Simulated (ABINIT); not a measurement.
## Beyond one shot: CsCaBr3 (Pm-3m)

Aim: iterate the self-energy on CsCaBr3 (Pm-3m) and follow the gap from cycle to cycle.

Program: ABINIT 10.8.3. Level of theory: LDA and many-body steps on it, plane waves. Results are calculated unless marked as measured.

**1. Starting point**

The structure is cubic, space group Pm-3m (No. 221). Conventional cell: a = 5.709 Å, b = 5.709 Å, c = 5.709 Å, α = 90.00°, β = 90.00°, γ = 90.00°. Nearest to Cs lie 12 Br at 4.04 Å. Nearest to Ca lie 6 Br at 2.85 Å. Nearest to Br lie 2 Ca at 2.85 Å and 4 Cs at 4.04 Å. Farther neighbours and most contacts between anions are not listed.

The cell and positions are those that the Materials Project relaxed with its own functionals (PBE, PBE+U or r2SCAN), kept fixed. Spin-orbit coupling is left out unless a step names it.

**2. Empty states on the mesh, 2×2×2 mesh, 270 bands**

This step: ABINIT 10.8.3; DFT, LDA, plane waves, norm-conserving pseudopotentials.

The sums over transitions need many empty states on a uniform mesh; this step solves for them.

Input file run.abi:

```
acell 3*1.0 Angstrom
rprim 
  5.708665730000 0.000000000000 0.000000000000
  0.000000000000 5.708665730000 0.000000000000
  0.000000000000 0.000000000000 5.708665730000
ntypat 3
znucl 55 20 35
natom 5
typat 1 2 3 3 3
xred 
  0.000000000000 0.000000000000 0.000000000000
  0.500000000000 0.500000000000 0.500000000000
  0.500000000000 0.000000000000 0.500000000000
  0.000000000000 0.500000000000 0.500000000000
  0.500000000000 0.500000000000 0.000000000000
pp_dirpath "pseudos"
pseudos "Cs.upf, Ca.upf, Br.upf"
ecut 30
ngkpt 2 2 2
nshiftk 1
shiftk 0 0 0
kptopt 1
chksymbreak 0
iscf -2
irdden 1
istwfk *1
nband 270
nbdbuf 24
tolwfr 1e-09
nstep 60
prtvol 0
indata_prefix "in"
outdata_prefix "out"
tmpdata_prefix "tmp"
```

Started as:

```bash
$ OMP_NUM_THREADS=1 mpirun -n 4 abinit run.abi > log
```

Numbers of over 12 decimals in the logs are rounded to 6 here.

Output:

```text
.Version 10.8.3 of ABINIT. v10.8.2 released Aug 2026.

 Symmetries : space group Pm -3 m (#221); Bravais cP (primitive cubic)
[... echo of the input left out ...]
== DATASET  1 ==================================================================
-   mpi_nproc: 4, omp_nthreads: 1 (-1 if OMP is not activated)

--- !DatasetInfo
iteration_state: {dtset: 1, }
dimensions: {natom: 5, nkpt: 4, mband: 270, nsppol: 1, nspinor: 1, nspden: 1, mpw: 9952, }
cutoff_energies: {ecut:  30.0, pawecutdg:  -1.0, }
[...]
2.23395    2.24722    2.24722    2.24892    2.24892    2.24892    2.25542    2.25542
   2.25542    2.26600    2.26600    2.26600    2.27265    2.27265    2.30566    2.30566
   2.30566    2.33443    2.36199    2.50491    2.50716    2.51375
 prteigrs : prtvol=0 or 1, do not print more k-points.

== END DATASET(S) ==============================================================
================================================================================

 -outvars: echo values of variables after computation  --------
            nband         270
             nkpt           4
          spgroup         221
 [... the other variables as echoed above ...]

 Calculation completed.
```

It took 3.4 min on 4 MPI ranks of Arm Neoverse V1, shared host; peak memory 0.46 GiB.

This step gave:

```
gap                                                           : 4.079 eV
k of the valence top                                          : 0.5, 0.5, 0.5
k of the conduction bottom                                    : 0, 0, 0
least direct gap                                              : 4.333 eV
k points computed                                             : 4
lowest point of the top converged band, above the valence top : 59.8065 eV
```

On this mesh the gap is 4.079 eV.

The density comes from a self-consistent run that is not shown.

**3. Screening, 2×2×2 mesh, 246 bands, screening to 130.6 eV**

The RPA dielectric matrix is built and inverted for each q.

This step: RPA screening on LDA, plane waves, norm-conserving pseudopotentials.

Edit run.abi of step 2 so:

```diff
@@ -23,10 +23,11 @@
 chksymbreak 0
-iscf -2
-irdden 1
 istwfk *1
-nband 270
-nbdbuf 24
-tolwfr 1e-09
-nstep 60
-prtvol 0
+occopt 1
+irdwfk 1
+optdriver 3
+nband 246
+ecuteps 4.8
+inclvkb 2
+awtr 1
+symchi 1
 indata_prefix "in"
```

Output:

```text
.Version 10.8.3 of ABINIT. v10.8.2 released Aug 2026.

 Symmetries : space group Pm -3 m (#221); Bravais cP (primitive cubic)
[... echo of the input left out ...]
== DATASET  1 ==================================================================
-   mpi_nproc: 4, omp_nthreads: 1 (-1 if OMP is not activated)

--- !DatasetInfo
iteration_state: {dtset: 1, }
dimensions: {natom: 5, nkpt: 4, mband: 246, nsppol: 1, nspinor: 1, nspden: 1, mpw: 9952, }
cutoff_energies: {ecut:  30.0, pawecutdg:  -1.0, }
electrons: {nelect:   4.00000000E+01, charge:   0.00000000E+00, occopt:   1.00000000E+00, tsmear:   1.00000000E-02, }

 SCREENING: Calculation of the susceptibility and dielectric matrices

 Based on a program developped by R.W. Godby, V. Olevano, G. Onida, and L. Reining.
 Incorporated in ABINIT by V. Olevano, G.-M. Rignanese, and M. Torrent.
.Using double precision arithmetic ; gwpc =  8

[... cell and pseudopotentials left out ...]
--------------------------------------------------------------------------------

 ==== K-mesh for the wavefunctions ====
 Number of points in the irreducible wedge :     4
[... list of points left out ...]
 Together with 48 symmetry operations and time-reversal symmetry
 yields     8 points in the full Brillouin Zone.

 ==== Q-mesh for the screening function ====
 Number of points in the irreducible wedge :     4
[... list of points left out ...]
 Together with 48 symmetry operations and time-reversal symmetry
 yields     8 points in the full Brillouin Zone.

 setmesh: FFT mesh size selected  =    40x   40x   40
          total number of points  =        64000

 vcoul_init : cutoff-mode = AUXILIARY_FUNCTION
 q-points for optical limit:   1
     1)      0.000010    0.000020    0.000030

- screening: taking advantage of time-reversal symmetry
- Maximum band index for partially occupied states nbvw = 20
- Remaining bands to be divided among processors   nbcw = 226
- Number of bands treated by each node ~56

 Number of electrons calculated from density =   40.0000; Expected =   40.0000
 average of density, n =  0.031861
 r_s =    1.9568
 omega_plasma =   17.2181 [eV]

 calculating chi0 at frequencies [eV] :
  1    0.000000E+00    0.000000E+00
  2    0.000000E+00    1.721811E+01

--------------------------------------------------------------------------------
  q-point number  1        q = ( 0.000000, 0.000000, 0.000000) [r.l.u.]
--------------------------------------------------------------------------------
[... chi0 elements left out ...]
 For q-point:  0.000010 0.000020 0.000030
  dielectric constant =   3.2034
  dielectric constant without local fields =   3.7814

  Average fulfillment of the sum rule on Im[epsilon] for q-point    1 :     82.32  [%]
[... wings left out ...]
  q-point number  2        q = ( 0.500000, 0.000000, 0.000000) [r.l.u.]
--------------------------------------------------------------------------------
[... chi0 elements left out ...]
  Average fulfillment of the sum rule on Im[epsilon] for q-point    2 :     86.60  [%]

 [... 2 further q-points ...]
```

It took 83 s on 4 MPI ranks; peak memory 2.2 GiB.

This step gave:

```
ε∞ with local fields, on this mesh, along the program's q direction : 3.203
the same without local fields                                       : 3.781
plasma frequency                                                    : 17.22 eV
plane waves in the screening matrix                                 : 619
```

Local fields lower ε∞ by 15 %. On a Γ-centred mesh this coarse the value itself is usually too large, while a short band sum pulls it down.

**4. G0W0**

The self-energy is evaluated for the states that the input lists, and the levels follow from it, in one-shot runs by the linearised quasiparticle equation.

This step: G0W0 on LDA, plane waves, norm-conserving pseudopotentials.

Edit run.abi of step 3 so:

```diff
@@ -26,8 +26,17 @@
 irdwfk 1
-optdriver 3
+optdriver 4
 nband 246
+gwcalctyp 0
+ecutsigx 30
+symsigma 1
+nkptgw 2
+kptgw 
+  0.5000000000 0.5000000000 0.5000000000
+  0.0000000000 0.0000000000 0.0000000000
+bdgw 
+  18 23
+  18 24
 ecuteps 4.8
-inclvkb 2
-awtr 1
-symchi 1
+irdscr 1
+ppmodel 1
 indata_prefix "in"
```

Output:

```text
.Version 10.8.3 of ABINIT. v10.8.2 released Aug 2026.

 Symmetries : space group Pm -3 m (#221); Bravais cP (primitive cubic)
[... echo of the input left out ...]
== DATASET  1 ==================================================================
-   mpi_nproc: 4, omp_nthreads: 1 (-1 if OMP is not activated)

--- !DatasetInfo
iteration_state: {dtset: 1, }
dimensions: {natom: 5, nkpt: 4, mband: 246, nsppol: 1, nspinor: 1, nspden: 1, mpw: 9952, }
cutoff_energies: {ecut:  30.0, pawecutdg:  -1.0, }
electrons: {nelect:   4.00000000E+01, charge:   0.00000000E+00, occopt:   1.00000000E+00, tsmear:   1.00000000E-02, }

 SIGMA: Calculation of the GW corrections

 Based on a program developped by R.W. Godby, V. Olevano, G. Onida, and L. Reining.
 Incorporated in ABINIT by V. Olevano, G.-M. Rignanese, and M. Torrent.
.Using double precision arithmetic ; gwpc =  8

[... cell and pseudopotentials left out ...]
--------------------------------------------------------------------------------

 ==== K-mesh for the wavefunctions ====
 Number of points in the irreducible wedge :     4
[... list of points left out ...]
 Together with 48 symmetry operations and time-reversal symmetry
 yields     8 points in the full Brillouin Zone.

 ==== Q-mesh for screening function ====
 Number of points in the irreducible wedge :     4
[... list of points left out ...]
 Together with 48 symmetry operations and time-reversal symmetry
 yields     8 points in the full Brillouin Zone.

 vcoul_init : cutoff-mode = AUXILIARY_FUNCTION
 q-points for optical limit:   1
     1)      0.000010    0.000020    0.000030
 setmesh: FFT mesh size selected  =    54x   54x   54
          total number of points  =       157464

 Number of electrons calculated from density =   40.0000; Expected =   40.0000
 average of density, n =  0.031861
 r_s =    1.9568
 omega_plasma =   17.2181 [eV]

 === KS Band Gaps ===
  >>>> For spin  1
   Minimum direct gap =   4.3325 [eV], located at k-point      :   0.0000  0.0000  0.0000
   Fundamental gap    =   4.0789 [eV], Top of valence bands at :   0.5000  0.5000  0.5000
                                       Bottom of conduction at :   0.0000  0.0000  0.0000
 SIGMA fundamental parameters:
 PLASMON POLE MODEL  1
 number of plane-waves for SigmaX                 9795
 number of plane-waves for SigmaC and W            619
 number of plane-waves for wavefunctions          9795
 number of bands                                   246
 number of independent spin polarizations            1
 number of spinorial components                      1
 number of k-points in IBZ                           4
 number of q-points in IBZ                           4
 number of symmetry operations                      48
 number of k-points in BZ                            8
 number of q-points in BZ                            8
 number of frequencies for dSigma/dE                 9
 frequency step for dSigma/dE [eV]                0.25
 number of omega for Sigma on real axis              0
 max omega for Sigma on real axis  [eV]           0.00
 zcut for avoiding poles [eV]                     0.10

 EPSILON^-1 parameters (SCR file):
 dimension of the eps^-1 matrix on file            619
 dimension of the eps^-1 matrix used               619
 number of plane-waves for wavefunctions          9795
 number of bands                                   246
 number of q-points in IBZ                           4
 number of frequencies                               2
 number of real frequencies                          1
 number of imag frequencies                          1

 matrix elements of self-energy operator (all in [eV])

 Perturbative Calculation

--- !SelfEnergy_ee
iteration_state: {dtset: 1, }
kpoint     : [   0.500,    0.500,    0.500, ]
spin       : 1
KS_gap     :    5.719
QP_gap     :    8.054
Delta_QP_KS:    2.335
data: !SigmaeeData |
     Band     E0 <VxcDFT>   SigX SigC(E0)      Z dSigC/dE  Sig(E)    E-E0       E
       18   0.587 -12.794 -16.353   2.063   0.802  -0.247 -13.994  -1.200  -0.613
       19   0.587 -12.794 -16.353   2.063   0.802  -0.247 -13.994  -1.200  -0.613
       20   0.587 -12.794 -16.353   2.063   0.802  -0.247 -13.994  -1.200  -0.613
       21   6.306  -7.934  -3.495  -3.097   0.846  -0.182  -6.799   1.135   7.441
       22   6.306  -7.934  -3.495  -3.097   0.846  -0.182  -6.799   1.135   7.441
       23   6.306  -7.934  -3.495  -3.097   0.846  -0.182  -6.799   1.135   7.441

--- !SelfEnergy_ee
iteration_state: {dtset: 1, }
kpoint     : [   0.000,    0.000,    0.000, ]
spin       : 1
KS_gap     :    4.332
QP_gap     :    6.577
Delta_QP_KS:    2.245
data: !SigmaeeData |
     Band     E0 <VxcDFT>   SigX SigC(E0)      Z dSigC/dE  Sig(E)    E-E0       E
[...]
22   5.101 -11.208  -5.425  -3.513   0.827  -0.209  -9.331   1.876   6.977
       23   5.101 -11.208  -5.425  -3.513   0.827  -0.209  -9.331   1.876   6.977
       24   5.101 -11.208  -5.425  -3.513   0.827  -0.209  -9.331   1.876   6.977

== END DATASET(S) ==============================================================
================================================================================

 -outvars: echo values of variables after computation  --------
           etotal      0.0000000000E+00
            nband         246
             nkpt           4
          spgroup         221
 [... the other variables as echoed above ...]

 Calculation completed.
```

Run time: 63 s. Hardware: 4 MPI ranks; peak memory 2.1 GiB; 4.2 min of CPU time.

This step gave:

```yaml
g0w0_gap_on_the_points_computed: 6.324 eV
starting_gap_on_the_mesh: 4.079 eV
k_of_the_valence_top: 0.5, 0.5, 0.5
k_of_the_conduction_bottom: 0, 0, 0
z_at_the_valence_top: 0.802
z_at_the_conduction_bottom: 0.85
least_direct_g0w0_gap_on_the_computed_points: 6.578 eV
```

The gap on the mesh goes from 4.08 eV to 6.32 eV, a correction of +2.25 eV.

**5. evGW0, cycle 1**

This step: evGW0 on LDA, plane waves, norm-conserving pseudopotentials.

Edit run.abi of step 4 so:

```diff
@@ -28,12 +28,16 @@
 nband 246
-gwcalctyp 0
+gwcalctyp 10
 ecutsigx 30
 symsigma 1
-nkptgw 2
+nkptgw 4
 kptgw 
+  0.0000000000 0.0000000000 0.0000000000
+  0.5000000000 0.0000000000 0.0000000000
+  0.5000000000 0.5000000000 0.0000000000
   0.5000000000 0.5000000000 0.5000000000
-  0.0000000000 0.0000000000 0.0000000000
 bdgw 
-  18 23
-  18 24
+  9 29
+  9 29
+  9 29
+  9 29
 ecuteps 4.8
```

Output:

```text
.Version 10.8.3 of ABINIT. v10.8.2 released Aug 2026.

 Symmetries : space group Pm -3 m (#221); Bravais cP (primitive cubic)
[... echo of the input left out ...]
== DATASET  1 ==================================================================
-   mpi_nproc: 4, omp_nthreads: 1 (-1 if OMP is not activated)

--- !DatasetInfo
iteration_state: {dtset: 1, }
dimensions: {natom: 5, nkpt: 4, mband: 246, nsppol: 1, nspinor: 1, nspden: 1, mpw: 9952, }
cutoff_energies: {ecut:  30.0, pawecutdg:  -1.0, }
electrons: {nelect:   4.00000000E+01, charge:   0.00000000E+00, occopt:   1.00000000E+00, tsmear:   1.00000000E-02, }

 SIGMA: Calculation of the GW corrections

 Based on a program developped by R.W. Godby, V. Olevano, G. Onida, and L. Reining.
 Incorporated in ABINIT by V. Olevano, G.-M. Rignanese, and M. Torrent.
.Using double precision arithmetic ; gwpc =  8

[... cell and pseudopotentials left out ...]
--------------------------------------------------------------------------------

 ==== K-mesh for the wavefunctions ====
 Number of points in the irreducible wedge :     4
[... list of points left out ...]
 Together with 48 symmetry operations and time-reversal symmetry
 yields     8 points in the full Brillouin Zone.

 ==== Q-mesh for screening function ====
 Number of points in the irreducible wedge :     4
[... list of points left out ...]
 Together with 48 symmetry operations and time-reversal symmetry
 yields     8 points in the full Brillouin Zone.

 vcoul_init : cutoff-mode = AUXILIARY_FUNCTION
 q-points for optical limit:   1
     1)      0.000010    0.000020    0.000030
 setmesh: FFT mesh size selected  =    54x   54x   54
          total number of points  =       157464

 Number of electrons calculated from density =   40.0000; Expected =   40.0000
[...]
--- !SelfEnergy_ee
iteration_state: {dtset: 1, }
kpoint     : [   0.500,    0.500,    0.000, ]
spin       : 1
KS_gap     :    5.716
QP_gap     :    9.203
Delta_QP_KS:    3.487
data: !SigmaeeData |
     Band     E_DFT   <VxcDFT>   E(N-1)  <Hhartree>   SigX  SigC[E(N-1)]    Z     dSigC/dE  Sig[E(N)]  DeltaE  E(N)_pert E(N)_diago
[...]
--- !SelfEnergy_ee
iteration_state: {dtset: 1, }
kpoint     : [   0.500,    0.500,    0.500, ]
spin       : 1
KS_gap     :    5.719
QP_gap     :    8.054
Delta_QP_KS:    2.335
data: !SigmaeeData |
     Band     E_DFT   <VxcDFT>   E(N-1)  <Hhartree>   SigX  SigC[E(N-1)]    Z     dSigC/dE  Sig[E(N)]  DeltaE  E(N)_pert E(N)_diago
[...]
28     8.663    -8.559     8.663    17.222    -3.682    -3.263     0.843    -0.186    -7.198     1.361    10.024    10.277
       29     8.663    -8.559     8.663    17.222    -3.682    -3.263     0.843    -0.186    -7.198     1.361    10.024    10.277

 New Fermi energy :        9.160323E-02 Ha ,    2.492651E+00 eV

 === QP Band Gaps ===
  >>>> For spin  1
   Minimum direct gap =   7.0569 [eV], located at k-point      :   0.0000  0.0000  0.0000
   Fundamental gap    =   6.8045 [eV], Top of valence bands at :   0.5000  0.5000  0.5000
                                       Bottom of conduction at :   0.0000  0.0000  0.0000

 writing QP data on file : out_QPS

 Convergence of QP corrections
 >>>>> For spin  1 <<<<<
.  kptgw no:  1; Maximum DeltaE = (  -1.200   0.000) for band index: 19
.  kptgw no:  2; Maximum DeltaE = (  -1.252  -0.000) for band index: 17
.  kptgw no:  3; Maximum DeltaE = (  -1.252  -0.000) for band index: 16
.  kptgw no:  4; Maximum DeltaE = (  -1.102  -0.000) for band index: 17

== END DATASET(S) ==============================================================
================================================================================

 -outvars: echo values of variables after computation  --------
           etotal      0.0000000000E+00
            nband         246
             nkpt           4
          spgroup         221
 [... the other variables as echoed above ...]

 Calculation completed.
```

Elapsed: 8 min, on 4 MPI ranks; peak memory 2.4 GiB; 32 min of CPU time.

Numbers from this step:

```
quasiparticle gap on the mesh                         : 6.805 eV
gap of the density functional on the mesh             : 4.079 eV
k of the valence top                                  : 0.5, 0.5, 0.5
k of the conduction bottom                            : 0, 0, 0
Z at the valence top                                  : 0.802
Z at the conduction bottom                            : 0.85
least direct quasiparticle gap on the computed points : 7.057 eV
```

Against G0W0 in ABINIT (2×2×2 mesh, 246 bands, screening to 130.6 eV, Godby-Needs plasmon pole), the gap moves by +0.481 eV. This first cycle still uses the starting levels; it takes the full correction, at all points of the mesh, and its linearised value is 6.324 eV.

**6. evGW0, cycle 2**

The corrected levels of the last cycle go back in.

Edit run.abi of step 5 so:

```diff
@@ -45,2 +45,3 @@
 ppmodel 1
+irdqps 1
 indata_prefix "in"
```

Output:

```text
.Version 10.8.3 of ABINIT. v10.8.2 released Aug 2026.

 Symmetries : space group Pm -3 m (#221); Bravais cP (primitive cubic)
[... echo of the input left out ...]
== DATASET  1 ==================================================================
-   mpi_nproc: 4, omp_nthreads: 1 (-1 if OMP is not activated)

--- !DatasetInfo
iteration_state: {dtset: 1, }
dimensions: {natom: 5, nkpt: 4, mband: 246, nsppol: 1, nspinor: 1, nspden: 1, mpw: 9952, }
cutoff_energies: {ecut:  30.0, pawecutdg:  -1.0, }
[...]
.  kptgw no:  2; Maximum DeltaE = (  -0.120  -0.000) for band index: 21
.  kptgw no:  3; Maximum DeltaE = (   0.085  -0.000) for band index: 16
.  kptgw no:  4; Maximum DeltaE = (   0.076  -0.000) for band index: 17

== END DATASET(S) ==============================================================
================================================================================

 -outvars: echo values of variables after computation  --------
           etotal      0.0000000000E+00
            nband         246
             nkpt           4
          spgroup         221
 [... the other variables as echoed above ...]

 Calculation completed.
```

Run time: 8 min. Hardware: 4 MPI ranks; peak memory 2.4 GiB.

Numbers from this step:

| Item | Value |
| --- | --- |
| quasiparticle gap on the mesh | 6.636 eV |
| gap of the density functional on the mesh | 4.079 eV |
| k of the valence top | 0.5, 0.5, 0.5 |
| k of the conduction bottom | 0, 0, 0 |
| least direct quasiparticle gap on the computed points | 6.89 eV |

Against the cycle before, the gap moves by −0.169 eV.

(Continued in part 2 of 3.)

[Paths, hosts, dates, memory and timing lines, banners, echoed tables and standing remarks are left out of the program output.]

[Logs are printed without paths, hosts, clocks, repeated set-up lines and the standing remarks that a program may print on its own settings, such as how far it seeks lower states.]

[Runs of the session that timed out or met a known fault of the program may be left out.]

[Hosts, paths, dates, database ids (printed as entryN), source tags and the programs' standing remarks are cut or masked in the printed files.]

[G0W0 gaps are taken among the corrected bands and points alone; a level outside them can change the order at an edge.]

[Where Ansatz stands beside ABINIT at settings called matched, ABINIT's density can come from a denser mesh and the files from another edition; pairs whose starting gaps differed by over 0.03 eV were left out, so agreement reads better than it is.]
